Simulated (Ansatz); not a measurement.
In doubt: masses and optical values from hybrid runs of this build are listed as unsure (in some of the runs), which bears on the screening that GW takes from such a start.

Consider CsPbCl3 (Pm-3m).

Symmetry: Pm-3m, No. 221, cubic system. The conventional cell has a = 5.605 Å, b = 5.605 Å, c = 5.605 Å, α = 90.00°, β = 90.00°, γ = 90.00°. Nearest to Cs lie 12 Cl at 3.96 Å. Nearest to Pb lie 6 Cl at 2.80 Å. Cl has 2 Pb at 2.80 Å and 4 Cs at 3.96 Å nearest. Farther neighbours and most contacts between anions are not listed.

```cif
data_structure
_symmetry_space_group_name_H-M 'P 1'
_symmetry_Int_Tables_number 1
_cell_length_a 5.6050
_cell_length_b 5.6050
_cell_length_c 5.6050
_cell_angle_alpha 90.000
_cell_angle_beta 90.000
_cell_angle_gamma 90.000
_cell_volume 176.09
loop_
_atom_site_label
_atom_site_type_symbol
_atom_site_fract_x
_atom_site_fract_y
_atom_site_fract_z
_atom_site_occupancy
Cs1 Cs 0.00000 0.00000 0.00000 1
Pb2 Pb 0.50000 0.50000 0.50000 1
Cl3 Cl 0.50000 0.50000 0.00000 1
Cl4 Cl 0.00000 0.50000 0.50000 1
Cl5 Cl 0.50000 0.00000 0.50000 1
```

The cell and positions come from the Crystallography Open Database and are kept as given unless a step says otherwise. Spin-orbit coupling is left out unless a run names it. PAW set soft_2, made with PBE.

Gaps computed with Ansatz 0.2.0 without a self-energy: HSE06 2.60 eV, r2SCAN 2.29 eV and PBE0 3.25 eV.

Estimate the G0W0@HSE06 gap with 4×4×4 mesh, 965 empty bands, screening to 180 eV, default PAW files.

About 3.69 eV: on its mesh the run moves the gap from 2.60 eV by +1.09 eV. Among the scalar-relativistic levels given, PBE0 is nearest (−0.44 eV). Bands and cutoff are finite, so the gap is not at the basis limit. The miss can reach some tenths of an eV and take either sign; the mesh is an error of its own. Where an edge is built on 6p states of lead, bismuth or thallium, scalar-relativistic gaps usually stand too wide, by a few tenths to over one eV. This is the ideal cubic cell; many perovskites, halides above all, are cubic only on average, and local tilts or off-centring can widen the gap. The many-body steps are scalar-relativistic: spin-orbit coupling is not in them.

[Paths, hosts, dates, memory and timing lines, banners, echoed tables and standing remarks are left out of the program output.]

[Logs are printed without paths, hosts, clocks, repeated set-up lines and the standing remarks that a program may print on its own settings, such as how far it seeks lower states.]

[Runs of the session that timed out or met a known fault of the program may be left out.]

[Cells called generated may have been cut or substituted from an entry of the Crystallography Open Database or the Materials Project.]

[Hosts, paths, dates, database ids (printed as entryN), source tags and the programs' standing remarks are cut or masked in the printed files.]
